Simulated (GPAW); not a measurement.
The S K edge of atom 2 in LaS (Fm-3m), with 6 La at 2.93 Å (octahedral, site symmetry m-3m), was computed in 2 ways: excited-electron core hole (neutral cell) and no core hole. Program and functional: GPAW, LDA, without spin-orbit coupling, Gaussian full width 0.9 eV up to 4 eV, rising linearly to 3.5 eV at 25 eV; cells of 2 and 12 atoms (the run without a hole in the smaller).

Each run is counted from its own lowest empty level or Fermi level and scaled to a mean of 1 over its first 20 eV.

| E (eV) | run 1 | run 2 |
| --- | --- | --- |
| -2.0 | 0.00 | 0.00 |
| -1.5 | 0.00 | 0.00 |
| -1.0 | 0.00 | 0.00 |
| -0.5 | 0.04 | 0.06 |
| 0.0 | 0.23 | 0.28 |
| 0.5 | 0.46 | 0.46 |
| 1.0 | 0.58 | 0.38 |
| 1.5 | 0.89 | 0.46 |
| 2.0 | 1.85 | 0.88 |
| 2.5 | 2.65 | 1.72 |
| 3.0 | 2.06 | 2.16 |
| 3.5 | 1.48 | 1.91 |
| 4.0 | 1.22 | 1.48 |
| 4.5 | 0.95 | 1.24 |
| 5.0 | 0.94 | 1.09 |
| 5.5 | 1.26 | 0.99 |
| 6.0 | 1.69 | 1.25 |
| 6.5 | 1.71 | 1.77 |
| 7.0 | 1.42 | 1.99 |
| 7.5 | 1.20 | 1.71 |
| 8.0 | 0.98 | 1.38 |
| 8.5 | 0.79 | 1.15 |
| 9.0 | 0.70 | 0.98 |
| 9.5 | 0.65 | 0.86 |
| 10.0 | 0.60 | 0.77 |
| 10.5 | 0.58 | 0.69 |
| 11.0 | 0.65 | 0.65 |
| 11.5 | 0.75 | 0.70 |
| 12.0 | 0.82 | 0.82 |
| 12.5 | 0.83 | 0.89 |
| 13.0 | 0.82 | 0.87 |
| 13.5 | 0.80 | 0.78 |
| 14.0 | 0.79 | 0.71 |
| 14.5 | 0.79 | 0.73 |
| 15.0 | 0.82 | 0.82 |
| 15.5 | 0.86 | 0.88 |
| 16.0 | 0.88 | 0.87 |
| 16.5 | 0.87 | 0.82 |
| 17.0 | 0.85 | 0.77 |
| 17.5 | 0.83 | 0.74 |
| 18.0 | 0.81 | 0.73 |
| 18.5 | 0.82 | 0.74 |
| 19.0 | 0.83 | 0.76 |
| 19.5 | 0.86 | 0.78 |
| 20.0 | 0.90 | 0.79 |
| 20.5 | 0.93 | 0.79 |
| 21.0 | 0.98 | 0.79 |
| 21.5 | 1.03 | 0.81 |
| 22.0 | 1.10 | 0.85 |
| 22.5 | 1.19 | 0.91 |
| 23.0 | 1.28 | 1.00 |
| 23.5 | 1.36 | 1.11 |
| 24.0 | 1.41 | 1.22 |
| 24.5 | 1.42 | 1.31 |
| 25.0 | 1.39 | 1.37 |
| 25.5 | 1.32 | 1.38 |
| 26.0 | 1.22 | 1.34 |
| 26.5 | 1.11 | 1.27 |
| 27.0 | 1.01 | 1.17 |
| 27.5 | 0.92 | 1.08 |
| 28.0 | 0.86 | 1.00 |

Question: Which run is which?

Run 1: excited-electron core hole (neutral cell) (area from −2 to 6 eV 7.7, main maxima 2.5 eV (2.65), 6.3 eV (1.77) and 16.1 eV (0.88)). Run 2: no core hole (area from −2 to 6 eV 6.8, main maxima 0.5 eV (0.46), 3.1 eV (2.17), 6.9 eV (1.99), 12.6 eV (0.89) and 15.7 eV (0.89)). With each curve scaled to its own mean, the area from −2 to 6 eV with the hole is 7.7 against 6.8, and the centre of weight from −1 to 20 eV moves by -0.1 eV (first and strongest maxima below 20 eV: 0.5 eV (0.46), 3.1 eV (2.17), 6.9 eV (1.99) and 12.6 eV (0.89) without the hole, 2.5 eV (2.65), 6.3 eV (1.77) and 16.1 eV (0.88) with it); the shape changes all the same, by 28 % r.m.s.

[Hosts, paths, dates, database ids (printed as entryN), source tags and the programs' standing remarks are cut or masked in the printed files.]

[Lists of maxima count a maximum above −3 eV only where it reaches 4 % of the highest in the window and stands out from its surroundings by 2 % of it (1.5 % where it reaches 55 %); shoulders and weaker maxima are passed over, and of the rest the first, up to two pre-edge ones and the few strongest are named.]
